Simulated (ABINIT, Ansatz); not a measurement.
**CdBr2 (P6_3mc): G0W0 on several meshes in ABINIT**

How does the mesh move the gap of CdBr2 (P6_3mc)?

Calculated with ABINIT 10.8.3; LDA and many-body steps on it, plane waves.

Report form: the programs' logs are mostly left out.

The database entry behind the starting cell has ideal inner coordinates that were not refined, so it need not match the best structure at ambient conditions.

### 1. The starting structure

Symmetry: P6_3mc, No. 186, hexagonal system. Conventional cell: a = 3.985 Å, b = 3.985 Å, c = 12.561 Å, α = 90.00°, β = 90.00°, γ = 120.00°. Nearest to Cd lie 6 Br at 2.79 Å. Br has 3 Cd at 2.79 Å nearest. Nearest to Br lie 3 Cd at 2.79 Å. Farther neighbours and most contacts between anions are not listed.

The cell and positions come from the Crystallography Open Database and are kept as given unless a step says otherwise.

### 2. Empty states on the mesh, 3×3×1 mesh, 477 bands

This step: ABINIT 10.8.3; DFT, LDA, plane waves, norm-conserving pseudopotentials.

The sums over transitions need many empty states on a uniform mesh; this step solves for them.

run.abi reads:

```
acell 3*1.0 Angstrom
rprim 
  3.985000000011 -0.000000000003 0.000000000000
  -1.992500000003 3.451111234092 0.000000000000
  0.000000000000 0.000000000000 12.561000000000
ntypat 2
znucl 48 35
natom 6
typat 1 1 2 2 2 2
xred 
  0.333333333333 0.666666666667 0.375000000000
  0.666666666667 0.333333333333 0.875000000000
  0.333333333333 0.666666666667 0.000000000000
  0.666666666667 0.333333333333 0.500000000000
  0.000000000000 0.000000000000 0.250000000000
  0.000000000000 0.000000000000 0.750000000000
pp_dirpath "pseudos"
pseudos "Cd.upf, Br.upf"
ecut 47
ngkpt 3 3 1
nshiftk 1
shiftk 0 0 0
kptopt 1
chksymbreak 0
iscf -2
irdden 1
istwfk *1
nband 477
nbdbuf 42
tolwfr 1e-09
nstep 60
prtvol 0
indata_prefix "in"
outdata_prefix "out"
tmpdata_prefix "tmp"
```

Command:

```sh
> OMP_NUM_THREADS=1 mpirun -n 3 abinit run.abi > log
```

Wall time 22 min (3 MPI ranks of Intel Xeon Platinum 8559C (Emerald Rapids), shared host); peak memory 0.85 GiB; 65 min of CPU time.

Numbers from this step:

| Property | Result |
| --- | --- |
| gap | 2.527 eV |
| k of the valence top | 0, 0, 0 |
| k of the conduction bottom | 0, 0, 0 |
| least direct gap | 2.527 eV |
| k points computed | 3 |
| lowest point of the top converged band, above the valence top | 96.0176 eV |

On this mesh the gap is 2.527 eV.

The density comes from a self-consistent run that is not shown.

### 3. Screening, 3×3×1 mesh, 197 bands, screening to 141.5 eV

The RPA dielectric matrix is built and inverted for each q.

This step: RPA screening on LDA, plane waves, norm-conserving pseudopotentials.

Edit run.abi of step 2 so:

```diff
@@ -24,10 +24,11 @@
 chksymbreak 0
-iscf -2
-irdden 1
 istwfk *1
-nband 477
-nbdbuf 42
-tolwfr 1e-09
-nstep 60
-prtvol 0
+occopt 1
+irdwfk 1
+optdriver 3
+nband 197
+ecuteps 5.2
+inclvkb 2
+awtr 1
+symchi 1
 indata_prefix "in"
```

Command:

```sh
> OMP_NUM_THREADS=1 mpirun -n 4 abinit run.abi > log
```

Wall time 2.2 min (4 MPI ranks); peak memory 2.1 GiB.

Numbers from this step:

```
ε∞ with local fields, on this mesh, along the program's q direction : 5.372
the same without local fields                                       : 6.107
plasma frequency                                                    : 23.30 eV
plane waves in the screening matrix                                 : 649
```

Local fields lower ε∞ by 12 %. On a Γ-centred mesh this coarse the value itself is usually too large, while a short band sum pulls it down.

### 4. 3×3×1

The self-energy is evaluated for the states that the input lists, and the levels follow from it, in one-shot runs by the linearised quasiparticle equation.

This step: G0W0 on LDA, plane waves, norm-conserving pseudopotentials.

Edit run.abi of step 3 so:

```diff
@@ -27,8 +27,15 @@
 irdwfk 1
-optdriver 3
+optdriver 4
 nband 197
+gwcalctyp 0
+ecutsigx 47
+symsigma 1
+nkptgw 1
+kptgw 
+  0.0000000000 0.0000000000 0.0000000000
+bdgw 
+  33 36
 ecuteps 5.2
-inclvkb 2
-awtr 1
-symchi 1
+irdscr 1
+ppmodel 1
 indata_prefix "in"
```

The job ended after 16 s (4 MPI ranks; peak memory 1.7 GiB; 63 s of CPU time).

This step gave:

```yaml
g0w0_gap_on_the_points_computed: 4.286 eV
starting_gap_on_the_mesh: 2.527 eV
k_of_the_valence_top: 0, 0, 0
k_of_the_conduction_bottom: 0, 0, 0
z_at_the_valence_top: 0.794
z_at_the_conduction_bottom: 0.823
least_direct_g0w0_gap_on_the_computed_points: 4.286 eV
```

The gap on the mesh goes from 2.53 eV to 4.29 eV, a correction of +1.76 eV.

### 5. Empty states on the mesh, 6×6×2 mesh, 215 bands

This step: DFT, LDA, plane waves, norm-conserving pseudopotentials.

Edit run.abi of step 4 so:

```diff
@@ -19,3 +19,3 @@
 ecut 47
-ngkpt 3 3 1
+ngkpt 6 6 2
 nshiftk 1
@@ -24,18 +24,10 @@
 chksymbreak 0
+iscf -2
+irdden 1
 istwfk *1
-occopt 1
-irdwfk 1
-optdriver 4
-nband 197
-gwcalctyp 0
-ecutsigx 47
-symsigma 1
-nkptgw 1
-kptgw 
-  0.0000000000 0.0000000000 0.0000000000
-bdgw 
-  33 36
-ecuteps 5.2
-irdscr 1
-ppmodel 1
+nband 215
+nbdbuf 18
+tolwfr 1e-09
+nstep 60
+prtvol 0
 indata_prefix "in"
```

The job ended after 16 min (4 MPI ranks; peak memory 1.3 GiB; 66 min of CPU time).

This step gave:

| Item | Value |
| --- | --- |
| gap | 2.527 eV |
| k of the valence top | 0, 0, 0 |
| k of the conduction bottom | 0, 0, 0 |
| least direct gap | 2.527 eV |
| k points computed | 14 |
| lowest point of the top converged band, above the valence top | 51.0211 eV |

On this mesh the gap is 2.527 eV.

### 6. Screening, 6×6×2 mesh, 197 bands, screening to 141.5 eV

This step: RPA screening on LDA, plane waves, norm-conserving pseudopotentials.

Edit run.abi of step 5 so:

```diff
@@ -24,10 +24,11 @@
 chksymbreak 0
-iscf -2
-irdden 1
 istwfk *1
-nband 215
-nbdbuf 18
-tolwfr 1e-09
-nstep 60
-prtvol 0
+occopt 1
+irdwfk 1
+optdriver 3
+nband 197
+ecuteps 5.2
+inclvkb 2
+awtr 1
+symchi 1
 indata_prefix "in"
```

Run time: 25 min. Hardware: 4 MPI ranks; peak memory 6.6 GiB; 1.7 h of CPU time.

Numbers from this step:

* ε∞ with local fields, on this mesh, along the program's q direction: 4.382
* the same without local fields: 5.056
* plasma frequency: 23.30 eV
* plane waves in the screening matrix: 649

### 7. 6×6×2

This step: G0W0 on LDA, plane waves, norm-conserving pseudopotentials.

Edit run.abi of step 6 so:

```diff
@@ -27,8 +27,15 @@
 irdwfk 1
-optdriver 3
+optdriver 4
 nband 197
+gwcalctyp 0
+ecutsigx 47
+symsigma 1
+nkptgw 1
+kptgw 
+  0.0000000000 0.0000000000 0.0000000000
+bdgw 
+  33 36
 ecuteps 5.2
-inclvkb 2
-awtr 1
-symchi 1
+irdscr 1
+ppmodel 1
 indata_prefix "in"
```

Elapsed: 56 s, on 4 MPI ranks; peak memory 5.8 GiB.

Numbers from this step:

```yaml
g0w0_gap_on_the_points_computed: 4.308 eV
starting_gap_on_the_mesh: 2.527 eV
k_of_the_valence_top: 0, 0, 0
k_of_the_conduction_bottom: 0, 0, 0
z_at_the_valence_top: 0.798
z_at_the_conduction_bottom: 0.83
least_direct_g0w0_gap_on_the_computed_points: 4.308 eV
```

Against G0W0 in ABINIT (3×3×1 mesh, 197 bands, screening to 141.5 eV, Godby-Needs plasmon pole), the gap moves by +0.022 eV.

### 8. Side by side

Times are wall times on 4 MPI ranks of Intel Xeon Platinum 8559C (Emerald Rapids), shared host, good to a factor of about two. A run's time includes the screening step that it read.

```
  run   mesh  bands  screening cutoff (eV)  DFT gap (eV)  gap on the mesh (eV)  direct (eV)  ε∞ used     time
3×3×1  3×3×1    197                  141.5         2.527                 4.286        4.286     5.37  2.5 min
6×6×2  6×6×2    197                  141.5         2.527                 4.308        4.308     4.38   26 min
```

### 9. What came out

```json
{
  "3×3×1": "4.286 eV",
  "6×6×2": "4.308 eV",
  "known limits": "not at the basis limit; no spin-orbit coupling; coarse k mesh"
}
```

6×6×2: +0.022 eV against 3×3×1. Bands and cutoff are finite, so the gap is not at the basis limit. The miss can reach some tenths of an eV and take either sign; the mesh is an error of its own. In the G0W0 runs levels were corrected at 1 k point alone, so a gap called «on the mesh» is the least over those, and an edge elsewhere would be missed. The 3×3×1 mesh is coarse for this cell, which bears on the long-range parts of exchange and screening. The many-body steps are scalar-relativistic: spin-orbit coupling is not in them.

[Paths, hosts, dates, memory and timing lines, banners, echoed tables and standing remarks are left out of the program output.]

[Logs are printed without paths, hosts, clocks, repeated set-up lines and the standing remarks that a program may print on its own settings, such as how far it seeks lower states.]

[Runs of the session that timed out or met a known fault of the program may be left out.]

[Hosts, paths, dates, database ids (printed as entryN), source tags and the programs' standing remarks are cut or masked in the printed files.]

[G0W0 gaps are taken among the corrected bands and points alone; a level outside them can change the order at an edge.]

[Where Ansatz stands beside ABINIT at settings called matched, ABINIT's density can come from a denser mesh and the files from another edition; pairs whose starting gaps differed by over 0.03 eV were left out, so agreement reads better than it is.]
